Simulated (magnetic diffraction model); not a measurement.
**Solving a magnetic structure from powder neutron data: Tl₂FeI₄**

Space group P2_1 (no. 4), a = 7.4680 Å, b = 8.1200 Å, c = 10.0900 Å, β = 108.74°.

| site | atom | x | y | z |
| --- | --- | --- | --- | --- |
| 2a | Tl | 0.8049 | 0.2311 | 0.9669 |
| 2a | Tl | 0.7096 | 0.2346 | 0.4205 |
| 2a | I | 0.0162 | 0.9979 | 0.2832 |
| 2a | I | 0.9900 | 0.9932 | 0.7311 |
| 2a | I | 0.4208 | 0.2544 | 0.6423 |
| 2a | I | 0.3797 | 0.2521 | 0.0562 |
| 2a | Fe | 0.2099 | 0.2389 | 0.7911 |

This is a made-up structure (elements placed in a structure type, unrelaxed), so the numbers test the method and describe no known phase.

Only Fe is taken to order (form factors of Fe2+); orders and moment sizes are assumed, and not adapted to the symmetry. Radiation: neutrons of λ = 2.36 Å, 2° to 30°; isotropic B of 0.43 Å² (Tl), 0.48 Å² (I) and 0.54 Å² (Fe). Simulated constant-wavelength pattern: nuclear and magnetic terms add, the magnetic one as |2.695 fm × Σ f S⊥ exp(2πi Q·r) exp(−B s²)|², summed over all Q at one angle with the factor 1/(sin²θ cos θ). For a modulated order the moment at position r is S exp(−2πi k·r) + c.c., with S = m/2 for a sine wave of amplitude m and S = m(u + iv)/2 for moments turning in a plane, u and v being orthogonal unit vectors in it; the phase factor of the sum at Q = H + k is then exp(2πi H·r). Free-ion form factors, Sears's scattering lengths of 1992, no absorption; a label names one of the reflections at its angle. The strongest nuclear line in the range is 100, and lines under 0.2 are left out.

Above the ordering temperature:

```csv
2θ (°),index,I
14.19,(0 0 1),15.7
19.21,(1 0 0),22.0
19.90,(1 0 -1),49.9
21.99,(0 1 1),100.0
25.57,(1 1 0),2.9
26.09,(1 1 -1),23.2
27.46,(1 0 1),82.1
28.60,(0 0 2),2.4
28.92,(1 0 -2),1.3
```

Below it (cell unchanged):

```
2θ (°)      I
 10.63   81.1
 14.19   15.7
 17.09   33.6
 17.76   27.8
 18.37   13.2
 18.73    3.3
 19.21   22.0
 19.85    2.0
 19.90   49.9
 20.64   12.3
 21.60    3.0
 21.99  100.0
 24.48    1.5
 24.93    0.9
 24.96    3.4
 25.20   10.8
 25.57    2.9
 26.09   23.2
 26.20    4.9
 26.68    0.8
 27.44   10.2
 27.46   82.1
 28.60    2.4
 28.92    1.3
```

**Question.** Find the propagation vector, then choose among these models:
A. a sine wave with moments along [100] (amplitudes given), 3.04 μB on Fe; signs + at (0.2099, 0.2389, 0.7911), − at (0.7901, 0.7389, 0.2089)
B. moments turning in the plane of [100] and [010], 3.04 μB on Fe; signs + at (0.2099, 0.2389, 0.7911), − at (0.7901, 0.7389, 0.2089)
C. moments turning in the plane of [001] and [100], 3.04 μB on Fe; signs + at (0.2099, 0.2389, 0.7911), − at (0.7901, 0.7389, 0.2089)
D. a sine wave with moments along [010] (amplitudes given), 3.04 μB on Fe; signs + at (0.2099, 0.2389, 0.7911), − at (0.7901, 0.7389, 0.2089)

The new lines index as (0 0 3/4) at 10.63°, (0 1 1/4) at 17.09°, (0 0 5/4) at 17.76° and (1 0 -1/4) at 18.37°, that is as H ± k with k = (0 0 1/4). Satellites come in pairs about each point of the reciprocal lattice.

Magnetic intensity, observed (below minus above) and for each model:

| 2θ (°) | index | observed | A | B | C | D |
| --- | --- | --- | --- | --- | --- | --- |
| 10.63 | (0 0 3/4) | 81.1 | 40.6 | 81.1 | 40.6 | 40.6 |
| 17.09 | (0 1 1/4) | 33.6 | 32.3 | 33.6 | 63.1 | 1.4 |
| 17.76 | (0 0 5/4) | 27.8 | 13.9 | 27.8 | 13.9 | 13.9 |
| 18.37 | (1 0 -1/4) | 13.2 | 0.3 | 13.2 | 13.0 | 13.0 |
| 18.73 | (1 0 -3/4) | 3.3 | <0.2 | 3.3 | 3.2 | 3.2 |
| 20.64 | (1 0 1/4) | 12.3 | 2.2 | 12.3 | 10.1 | 10.1 |
| 25.20 | (1 1 -3/4) | 10.8 | 5.0 | 10.8 | 15.1 | 5.8 |
| 27.44 | (1 1 -5/4) | 10.2 | 4.8 | 10.2 | 11.9 | 5.4 |

Model B matches.

The structure used: k = (0 0 1/4), moments turning in the plane of [100] and [010], 3.04 μB on Fe; signs + at (0.2099, 0.2389, 0.7911), − at (0.7901, 0.7389, 0.2089).

[Logs are printed without paths, hosts, clocks, repeated set-up lines and the standing remarks that a program may print on its own settings, such as how far it seeks lower states.]
